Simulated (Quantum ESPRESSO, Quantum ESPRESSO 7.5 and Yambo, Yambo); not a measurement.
**Beyond one shot: Diamond (Fd-3m, 2 atoms a cell)**

Wanted: G0W0 and self-consistent gaps of Diamond (Fd-3m, 2 atoms a cell), with the cost of the cycles.

Calculated with Quantum ESPRESSO 7.5 and Yambo 5.3.0; PBE and many-body steps on it, plane waves.

**Experimental background.**

- Gap 5.5 eV: band gap, experimental literature value; bulk crystal (quoted in “Fermi level pinning by defects can explain the large reported carbon 1s binding energy variations in diamond”, 2019, arxiv:1902.02958).

- Gap 5.47 eV: experimental band gap used as input; bulk crystal (quoted in “Enhanced Electron Emission Performance and Air‐Surface Stability in ScO‐Terminated Diamond for Thermionic Energy Converters”, 2024, pmc:11600692).

## (1) Starting point

The structure is cubic, space group Fd-3m (No. 227). The conventional cell has a = 3.567 Å, b = 3.567 Å, c = 3.567 Å, α = 90.00°, β = 90.00°, γ = 90.00°. Nearest to C lie 4 C at 1.54 Å.

The cell and positions come from the Crystallography Open Database and are kept as given unless a step says otherwise.

## (2) Empty states on the mesh, 6×6×6 mesh, 51 bands

This step: Quantum ESPRESSO 7.5; DFT, PBE, plane waves, norm-conserving pseudopotentials.

The sums over transitions need many empty states on a uniform mesh; this step solves for them.

File pw.in:

```
&control
  calculation = 'nscf'
  prefix = 'x'
  outdir = 'o'
  pseudo_dir = 'pseudo'
/
&system
  ibrav = 0
  nat = 2
  ntyp = 1
  ecutwfc = 74.0
  nbnd = 51
  force_symmorphic = .true.
/
&electrons
  conv_thr = 1e-9
  electron_maxstep = 80
  diago_full_acc = .true.
  diago_thr_init = 5e-6
/
ATOMIC_SPECIES
  C 12.011 C.upf
CELL_PARAMETERS angstrom
  -0.0000000000 1.7833700000 1.7833700000
  1.7833700000 -0.0000000000 1.7833700000
  1.7833700000 1.7833700000 0.0000000000
ATOMIC_POSITIONS crystal
  C 0.0000000000 0.0000000000 0.0000000000
  C 0.2500000000 0.2500000000 0.2500000000
K_POINTS automatic
  6 6 6 0 0 0
```

Command:

```sh
OMP_NUM_THREADS=1 mpirun -n 8 pw.x -nk 4 -in pw.in > pw.out
```

Log:

```text
Program PWSCF v.7.5 starts

     This program is part of the open-source Quantum ESPRESSO suite
     for quantum simulation of materials; please cite
         "P. Giannozzi et al., J. Phys.:Condens. Matter 21 395502 (2009);
         "P. Giannozzi et al., J. Phys.:Condens. Matter 29 465901 (2017);
         "P. Giannozzi et al., J. Chem. Phys. 152 154105 (2020);
     in publications or presentations arising from this work. More details at

     Atomic positions and unit cell read from directory:
     o/x.save/

     Message from routine setup:
[...]
134.0150 134.0150 135.9775

          k = 0.2357 0.2357-0.2357 (   823 PWs)   bands (ev):

[...]
102.6077 105.4137 110.2469 110.2469 115.0401 118.3646 118.3646 119.8291
   119.8291 120.2772 124.5185 131.5689 132.1936 132.1936 137.9862 137.9862
   138.5155 146.9801 146.9802

          k =-0.3536-0.3536 0.3536 (   832 PWs)   bands (ev):

     [... further k-points ...]

     highest occupied, lowest unoccupied level (ev):    13.3585   17.5657

     XML data file, pseudopotentials, collected wavefunctions

=------------------------------------------------------------------------------=
   JOB DONE.
=------------------------------------------------------------------------------=
```

Run time: 1.5 s. Hardware: 8 MPI ranks of Arm Neoverse V1, shared host; peak memory 0.05 GiB.

This step gave:

| Item | Value |
| --- | --- |
| gap | 4.207 eV |
| k of the valence top | 0, 0, 0 |
| k of the conduction bottom | 0, 0.3333, 0.3333 |
| least direct gap | 5.626 eV |
| k points computed | 16 |
| lowest point of the top converged band, above the valence top | 119.3721 eV |

On this mesh the gap is 4.207 eV.

The density comes from a self-consistent run that is not shown.

## (3) Conversion and set-up

This step: Yambo 5.3.0; conversion and set-up on PBE, plane waves, norm-conserving pseudopotentials.

The states are converted to the many-body program's format and the q mesh is built.

Command:

```sh
(cd o/x.save; p2y > p2y.log; mv SAVE ../..); yambo > setup.log
```

Log:

```text
 Yambo, version 5.3.0

 [02] CORE Variables Setup
 =========================

  [02.01] Unit cells
  ==================

  Cell kind             :  FCC
  Atoms in the cell     :  C
  number of C  atoms    :  2

  List of atomic masses
  Mass of C     :  12.01100

  List of atomic coordinates    : [cc]
  C1       :  0.000000  0.000000  0.000000  order 1
  C2       :  1.685040  1.685040  1.685040  order 2

  Alat factors          :  3.370081  3.370081  3.370081 [a.u.]
  Direct lattice volume :  76.55102 [a.u.]
  Direct lattice vectors:  A[ 1 ]  A[ 2 ]  A[ 3 ]
[...]
Q [ 1]         [rlu]:  0.000000  0.000000  0.000000
 Q [ 2]         [rlu]:  0.39018E-17  0.39018E-17  0.16667
 Q [ 3]         [rlu]:  0.78036E-17  0.78036E-17  0.33333
[...]
Q [ 8]         [rlu]:  0.84430E-16  0.16667     -0.33333
 Q [ 9]         [rlu]: -0.37578E-16  0.16667     -0.16667
 Q [10]         [rlu]:  0.17390E-18  0.33333      0.33333
     [... 4 further rows ...]
 Q [15]         [rlu]:  0.166667  0.333333 -0.333333
 Q [16]         [rlu]:  0.166667 -0.500000 -0.333333

  [03.01] X indexes
  =================

   [03.01.01] Sigma indexes
   ========================

 [06] Game Over & Game summary
```

The job ended after 1.6 s (1 MPI rank; peak memory 0.23 GiB).

## (4) G0W0

G0W0 replaces the xc potential by the self-energy, built once from these orbitals. Only a window of levels is corrected, while the sums run over the empty bands that the input names.

This step: G0W0 on PBE, plane waves, norm-conserving pseudopotentials.

File gw1.in:

```
HF_and_locXC
gw0
dyson
ppa
em1d
rim_cut
RandQpts= 1000000
RandGvec= 1 RL
EXXRLvcs= 74 Ry
VXCRLvcs= 296 Ry
Chimod= "HARTREE"
% BndsRnXp
 1 | 51 |
%
NGsBlkXp= 15.5 Ry
% LongDrXp
 1 | 1 | 1 |
%
% GbndRnge
 1 | 51 |
%
DysSolver= "n"
ExtendOut
PPAPntXp= 27.21138 eV
% QPkrange
 1 | 16 | 2 | 8 |
%
```

Command:

```sh
OMP_NUM_THREADS=1 mpirun -n 8 yambo -F gw1.in -J gw1 -C gw1 > gw1.log
```

Log:

```text
 Yambo, version 5.3.0

 [02] CORE Variables Setup
 =========================

  [... cell, symmetries and grids as in the set-up ...]

  [02.05] Energies & Occupations
  ==============================

  [X] === General ===
  [X] Electronic Temperature                        :  0.000000  0.000000 [eV K]
  [X] Bosonic    Temperature                        :  0.000000  0.000000 [eV K]
  [X] Finite Temperature mode                       : no
  [X] El. density                                   :  0.70524E+24 [cm-3]
  [X] Fermi Level                                   :  13.35851 [eV]

  [X] === Gaps and Widths ===
  [X] Conduction Band Min                           :  4.207159 [eV]
  [X] Valence Band Max                              :  0.000000 [eV]
  [X] Filled Bands                                  :   4
  [X] Empty Bands                                   :    5   51
  [X] Direct Gap                                    :  5.625542 [eV]
  [X] Direct Gap localized at k                     :  1
  [X] Indirect Gap                                  :  4.207159 [eV]
  [X] Indirect Gap between kpts                     :   1  10
  [X] Last valence band width                       :  7.820919 [eV]
  [X] 1st conduction band width                     :  4.646056 [eV]

 [03] Transferred momenta grid and indexing
 ==========================================

 IBZ Q-points                                      :  16
 BZ  Q-points                                      :  216

 K/Q-points units:
 rlu = crystal or reduced units; cc = cartesian coordinates; iku = interal k-units

 Q [ 1]         [rlu]:  0.000000  0.000000  0.000000
 Q [ 2]         [rlu]:  0.39018E-17  0.39018E-17  0.16667
 Q [ 3]         [rlu]:  0.78036E-17  0.78036E-17  0.33333
 Q [ 4]         [rlu]:  0.84430E-16  0.84430E-16 -0.50000
 Q [ 5]         [rlu]:  0.86948E-19  0.16667      0.16667
 Q [ 6]         [rlu]:  0.39018E-17  0.16667      0.33333
 Q [ 7]         [rlu]: -0.95144E-16  0.16667      0.50000
 Q [ 8]         [rlu]:  0.84430E-16  0.16667     -0.33333
 Q [ 9]         [rlu]: -0.37578E-16  0.16667     -0.16667
 Q [10]         [rlu]:  0.17390E-18  0.33333      0.33333
     [... 4 further rows ...]
 Q [15]         [rlu]:  0.166667  0.333333 -0.333333
 Q [16]         [rlu]:  0.166667 -0.500000 -0.333333

 [04] Coloumb potential Random Integration (RIM)
 ===============================================

  [04.01] RIM initialization
  ==========================

  * Diagonal components only detected *

  8 x (sBL volume)        :  0.120012 [a.u.]
  sBZ random points       :  1000000
  Points outside the sBZ  :   7968281
  RL volume               :  3.240325 [a.u.]
  Integrated volume       :  3.253224 [a.u.]

  [04.02] RIM integrals
  =====================

  Gamma point sphere radius             :  0.089473 [a.u.]
  Points outside the sphere             :   800476
  [Int_sBZ(q=0) 1/q^2]*(Vol_sBZ)^(-1/3) =:  7.776341
                                 should be <:  7.795600

  Summary of Coulomb integrals for non-metallic bands |Q|[au] RIM/Bare

  Q [1] 0.100000E-4 0.997530 * Q [2] 0.269103 1.067779
  Q [5] 0.310734 1.066842 * Q [9] 0.439444 1.030576
  Q [6] 0.515293 1.022482 * Q [3] 0.538206 1.020007
  Q [10] 0.621467 1.016898 * Q [8] 0.677228 1.015050
  Q [14] 0.694822 1.013869 * Q [7] 0.761139 1.011980
  Q [11] 0.807310 1.011262 * Q [4] 0.807310 1.011769
  Q [12] 0.878888 1.010572 * Q [15] 0.919163 1.010060
  Q [13] 0.932201 1.009835 * Q [16] 0.982626 1.009137

 [05] Dipoles
 ============

  [05.01] Setup: observables and procedures
  =========================================

 [06] Dynamic Dielectric Matrix (PPA)
 ====================================

 [SLK-Inversion]  Pools        :  2
 [SLK-Inversion]  BLACS grid   :  2  2

 [WR./gw1//ndb.pp]---------------------------------------------------------------
  Brillouin Zone Q/K grids (IBZ/BZ)                :   16  216   16  216
  RL vectors                                       :  1211 [WF]
  Coulomb cutoff potential                         : none
[...]
X band range                                     :    1   51
  X e/h energy range                               : -1.000000 -1.000000 [eV]
  X Time ordering                                  : R
  X Hxc Kernel                                     : HARTREE
  X Drude frequency                                :  0.000000  0.000000
  X poles                                          :  100.0000 [o/o]
  RL vectors in the sum                            :  1211
  [r,Vnl] included                                 : yes
  Field direction                                  :  0.577350E-5  0.577350E-5  0.577350E-5
  BZ energy Double Grid                            : no
  BZ energy DbGd points                            : 0
  BZ Q point size factor                           : -1.000000
  X Optical Averaged directions                    : none

 [07] Local Exchange-Correlation + Non-Local Fock
 ================================================

 [VXC] Plane waves :   6615
 [EXS] Plane waves :   893

 QP @ state[ 1 ] K range:   1  16
 QP @ state[ 1 ] b range:   2   8

 [xc] Functional : Perdew, Burke & Ernzerhof(X)+Perdew, Burke & Ernzerhof(C)
 [xc] LIBXC used to calculate xc functional
  PP Number of Atomic Species                      :  1
  NLCC RL compoments                               :   6615
  PP Number of Atomic Species                      :  1
  NLCC RL compoments                               :   6615

 [xc] E_xc :  -3.558879 [Ha]
      E_xc :  -7.117758 [Ry]

  Local XC kind (lXC) : Perdew, Burke & Ernzerhof(X)+Perdew, Burke & Ernzerhof(C)
  Non-Local XC kind (nlXC) : Hartree-Fock

  Corrections @ K [1] :  [eV]
 <2|nlXC|2> = -19.24098  0.61006E-17 <2|lXC|2> = -16.96357 -0.18882E-15
 <3|nlXC|3> = -19.24098  0.35893E-17 <3|lXC|3> = -16.96357 -0.56645E-15
 <4|nlXC|4> = -19.24097  0.14652E-16 <4|lXC|4> = -16.96357  0.23602E-16
 <5|nlXC|5> = -9.555656  0.60119E-18 <5|lXC|5> = -15.64322 -0.18882E-15
 <6|nlXC|6> = -9.555529 -0.77142E-17 <6|lXC|6> = -15.64322 -0.56645E-15
 <7|nlXC|7> = -9.555538  0.18856E-17 <7|lXC|7> = -15.64322  0.18882E-15
[...]
Corrections @ K [2] :  [eV]
[...]
Corrections @ K [3] :  [eV]
[...]
Corrections @ K [4] :  [eV]
[...]
Corrections @ K [5] :  [eV]
[...]
[... 10 further k-points ...]
  Corrections @ K [16] :  [eV]
[...]
<6|nlXC|6> = -7.788326  0.15764E-17 <6|lXC|6> = -14.30955 -0.14161E-15
 <7|nlXC|7> = -7.173704  0.63275E-18 <7|lXC|7> = -16.35335  0.35403E-16
 <8|nlXC|8> = -7.173705  0.13244E-17 <8|lXC|8> = -16.35335  0.17702E-16

  [07.01] Hartree-Fock occupations report
  =======================================

  [Hartree-Fock] === General ===
  [Hartree-Fock] Electronic Temperature             :  0.000000  0.000000 [eV K]
  [Hartree-Fock] Bosonic    Temperature             :  0.000000  0.000000 [eV K]
  [Hartree-Fock] Finite Temperature mode            : no
  [Hartree-Fock] El. density                        :  0.70524E+24 [cm-3]
  [Hartree-Fock] Fermi Level                        :  13.35851 [eV]

  [Hartree-Fock] === Gaps and Widths ===
  [Hartree-Fock] Conduction Band Min                :  9.634553 [eV]
  [Hartree-Fock] Valence Band Max                   : -2.277403 [eV]
  [Hartree-Fock] Filled Bands                       :   4
  [Hartree-Fock] Empty Bands                        :    5   51
  [Hartree-Fock] Direct Gap                         :  13.99051 [eV]
  [Hartree-Fock] Direct Gap localized at k          :  1
  [Hartree-Fock] Indirect Gap                       :  11.91196 [eV]
  [Hartree-Fock] Indirect Gap between kpts          :   1  10
  [Hartree-Fock] Last valence band width            :  10.61884 [eV]
  [Hartree-Fock] 1st conduction band width          :  5.885668 [eV]

 [08] Dyson equation: Newton solver
 ==================================

  [08.01] G0W0 (W PPA)
  ====================

  [  GW  ] Bands range     :    1   51
  [GW/PPA] G damping       :  0.100000 [eV]

  QP @ state[ 1 ] K range:   1  16
  QP @ state[ 1 ] b range:   2   8

   Sc/G bands                                       :    1   51
   Sc/G damping                                     :  0.100000 ev
   Sc bands terminator                              : no
   Sx RL components                                 :   893

   QP @ state[ 1 ] K range                          :   1  16
   QP @ state[ 1 ] b range                          :   2   8
   GF energies kind                                 : Perdew, Burke & Ernzerhof(X)+Perdew, Burke & Ernzerhof(C)
   GF WF`s kind                                     : Perdew, Burke & Ernzerhof(X)+Perdew, Burke & Ernzerhof(C)
   Xs energies kind                                 : Perdew, Burke & Ernzerhof(X)+Perdew, Burke & Ernzerhof(C)
   Xs WF`s kind                                     : Perdew, Burke & Ernzerhof(X)+Perdew, Burke & Ernzerhof(C)

 [11] Game Over & Game summary
```

Wall time 72 s (8 MPI ranks); peak memory 2.5 GiB; 9.5 min of CPU time.

Numbers from this step:

| Item | Value |
| --- | --- |
| G0W0 gap on the mesh | 5.489 eV |
| starting gap on the mesh | 4.207 eV |
| k of the valence top | 0, 0, 0 |
| k of the conduction bottom | 0, 0.3333, 0.3333 |
| least direct G0W0 gap on the computed points | 7.370 eV |
| Z at the valence top | 0.8310 |
| Z at the conduction bottom | 0.8403 |

The gap on the mesh goes from 4.21 eV to 5.49 eV, a correction of +1.28 eV.

## (5) evGW0, cycle 1

This step: evGW0 on PBE, plane waves, norm-conserving pseudopotentials.

gw2.in, as its differences from gw1.in of step 4:

```diff
@@ -27 +27,2 @@
 %
+GfnQPdb= "E < ./gw1/ndb.QP"
```

Command:

```sh
OMP_NUM_THREADS=1 mpirun -n 8 yambo -F gw2.in -J gw2,gw1_W -C gw2 > gw2.log
```

Log:

```text
 Yambo, version 5.3.0

 [02] CORE Variables Setup
 =========================

  [... cell, symmetries and grids as in the set-up ...]

  [02.05] Energies & Occupations
  ==============================

  [X] === General ===
  [X] Electronic Temperature                        :  0.000000  0.000000 [eV K]
  [X] Bosonic    Temperature                        :  0.000000  0.000000 [eV K]
  [X] Finite Temperature mode                       : no
  [X] El. density                                   :  0.70524E+24 [cm-3]
  [X] Fermi Level                                   :  13.35851 [eV]

  [X] === Gaps and Widths ===
  [X] Conduction Band Min                           :  4.207159 [eV]
  [X] Valence Band Max                              :  0.000000 [eV]
  [X] Filled Bands                                  :   4
  [X] Empty Bands                                   :    5   51
  [X] Direct Gap                                    :  5.625542 [eV]
  [X] Direct Gap localized at k                     :  1
  [X] Indirect Gap                                  :  4.207159 [eV]
  [X] Indirect Gap between kpts                     :   1  10
  [X] Last valence band width                       :  7.820919 [eV]
  [X] 1st conduction band width                     :  4.646056 [eV]

 [03] Transferred momenta grid and indexing
 ==========================================

 IBZ Q-points                                      :  16
 BZ  Q-points                                      :  216

 K/Q-points units:
 rlu = crystal or reduced units; cc = cartesian coordinates; iku = interal k-units

 Q [ 1]         [rlu]:  0.000000  0.000000  0.000000
 Q [ 2]         [rlu]:  0.39018E-17  0.39018E-17  0.16667
 Q [ 3]         [rlu]:  0.78036E-17  0.78036E-17  0.33333
[...]
[G+QP] Empty Bands                                :    5   51
  [G+QP] Direct Gap                                 :  7.369952 [eV]
  [G+QP] Direct Gap localized at k                  :  1
  [G+QP] Indirect Gap                               :  5.489179 [eV]
  [G+QP] Indirect Gap between kpts                  :   1  10
  [G+QP] Last valence band width                    :  8.335538 [eV]
  [G+QP] 1st conduction band width                  :  4.919634 [eV]

  [coarse-grid] Minimum Bare Gap        [ev]:  4.207159
  [coarse-grid] Minimum Gap Correction  [ev]:  1.282020

  Eqp @ K [ 1]
   -23.0291    -0.269247E-5 -0.323945E-5   0.00000      7.36995      7.37005      7.37000      14.7183
  Eqp @ K [ 2]
  -22.20805  -4.05855  -1.07459  -1.07451   8.77789   8.77784   9.06924  15.49719
  Eqp @ K [ 3]
  -19.79911 -10.03410  -2.48641  -2.48637  10.16518  10.16510  10.04740  17.02167
[...]
Eqp @ K [ 8]
  -18.00872 -11.30194  -6.13272  -3.18415   9.69795  11.56103  12.70137  16.74182
  Eqp @ K [ 9]
  -20.85578  -6.21259  -5.14433  -1.47796   9.55231  10.41737  11.10539  15.31566

 [07] Dipoles
 ============

  [07.01] Setup: observables and procedures
  =========================================

 [08] Dynamic Dielectric Matrix (PPA)
 ====================================

   Sc/G bands                                       :    1   51
   Sc/G damping                                     :  0.100000 ev
   Sc bands terminator                              : no
   Sx RL components                                 :   893

   QP @ state[ 1 ] K range                          :   1  16
   QP @ state[ 1 ] b range                          :   2   8
   GF energies kind                                 : Perdew, Burke & Ernzerhof(X)+Perdew, Burke & Ernzerhof(C)+ E < ./gw1/ndb.QP + @E Fit
   GF WF`s kind                                     : Perdew, Burke & Ernzerhof(X)+Perdew, Burke & Ernzerhof(C)
   Xs energies kind                                 : Perdew, Burke & Ernzerhof(X)+Perdew, Burke & Ernzerhof(C)
   Xs WF`s kind                                     : Perdew, Burke & Ernzerhof(X)+Perdew, Burke & Ernzerhof(C)

 [13] Game Over & Game summary
```

The job ended after 67 s (8 MPI ranks; peak memory 2.3 GiB).

Numbers from this step:

* quasiparticle gap on the mesh: 5.621 eV
* gap of the density functional on the mesh: 4.207 eV
* k of the valence top: 0, 0, 0
* k of the conduction bottom: 0, 0.3333, 0.3333
* least direct quasiparticle gap on the computed points: 7.548 eV
* Z at the valence top: 0.8356
* Z at the conduction bottom: 0.8500

Against G0W0 in Yambo (6×6×6 mesh, 51 bands, screening to 210.9 eV, Godby-Needs plasmon pole), the gap moves by +0.132 eV.

The program's own table gives 5.813 eV, which is too large where the input levels are shifted: this version takes Σc at the unshifted level E₀, yet steps from the shifted one. The value above is the Newton step from E₀, E₀ + Z(Σc + Σx − Vxc), rebuilt from the printed columns.

(Part 1 of 2 ends here.)

[Paths, hosts, dates, memory and timing lines, banners, echoed tables and standing remarks are left out of the program output.]

[Logs are printed without paths, hosts, clocks, repeated set-up lines and the standing remarks that a program may print on its own settings, such as how far it seeks lower states.]

[Runs of the session that timed out or met a known fault of the program may be left out.]

[Hosts, paths, dates, database ids (printed as entryN), source tags and the programs' standing remarks are cut or masked in the printed files.]
